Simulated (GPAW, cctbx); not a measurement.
## Zr3Sn2Ru: what bonding does to one electron reflection, worked out

Zr3Sn2Ru, P6/mmm (no. 191), a = 5.5380 Å, b = 5.5380 Å, c = 5.1277 Å, α = 90.00°, β = 90.00°, γ = 120.00°.

```
atom  mult.    x    y    z
 Sn1      2  1/3  2/3    0
 Ru1      1    0    0    0
 Zr1      3  1/2  1/2  1/2
```

The start was made by putting kin elements into a known structure type; the compound need not exist, or be stable, in this form.

A DFT run (GPAW, PBE, 450 eV, 5×5×5 k-points, Fermi–Dirac width 0.1 eV) gives the static X-ray structure factor of 100 as 41.957 e for the conventional cell; superposed free atoms give 41.761 e. **Problem.** Find the Fourier component V of the crystal potential and the two-beam extinction distance at 300 kV in both cases.

## Step 1: Geometry

The cell volume is Ω = 136.20 Å³ and d(100) = 4.7960 Å, so g = 1/d = 0.2085 Å⁻¹.

## Step 2: The nuclei

Electrons feel nuclei as well as electrons, so the nuclear charges are summed with the same phases.

Phase sums Σ exp(2πi h·x), turned so that the total is real and positive: Sn +1.000, Ru -1.000, Zr +1.000. Then F_Z = 50 × (+1.000) + 44 × (-1.000) + 40 × (+1.000) = 46.00 e. The electron term has the same sign for this reflection.

## Step 3: Mott–Bethe

Poisson's equation, term by term, gives V = (e/4πε₀)(F_Z − F)/(πΩg²), with e/4πε₀ = 14.3996 V Å.

The prefactor is 14.3996 × 4.7960²/(π × 136.20) = 0.77410 V per electron. Free atoms: (46.00 − 41.761) × 0.77410 = 3.281 V. Crystal: (46.00 − 41.957) × 0.77410 = 3.130 V. F changes by +0.47 % and V by -4.6 %: the same 0.20 e is measured against F_Z − F = 4.2 e in place of F = 41.8 e.

## Step 4: Extinction distance

In the two-beam case ξ = 1/(λU) with U = 2γm₀eV/h², that is ξ = 150.41 V Å²/(γλV).

At 300 kV, λ = 0.01969 Å and γ = 1.5871. Free atoms: ξ = 1467 Å. Crystal: ξ = 1538 Å. The thickness fringes go as sin²(πt/ξ), so the two patterns slip by a quarter of a period when t|1/ξ₁ − 1/ξ₀| = 1/4, at t ≈ 793 nm. Thermal motion, absorption and many-beam coupling, left out here, change a real pattern.

## Step 5: Answer

V(100) is 3.13 V against 3.28 V, and ξ is 1538 against 1467 Å. Limits: static atoms, two beams.

[Outputs are excerpts: Python notices, other lines and further rows are left out; steps that failed or that the build refused (PBEsol, TPSS) are not shown.]

[Logs are printed without paths, hosts, clocks, repeated set-up lines and the standing remarks that a program may print on its own settings, such as how far it seeks lower states.]
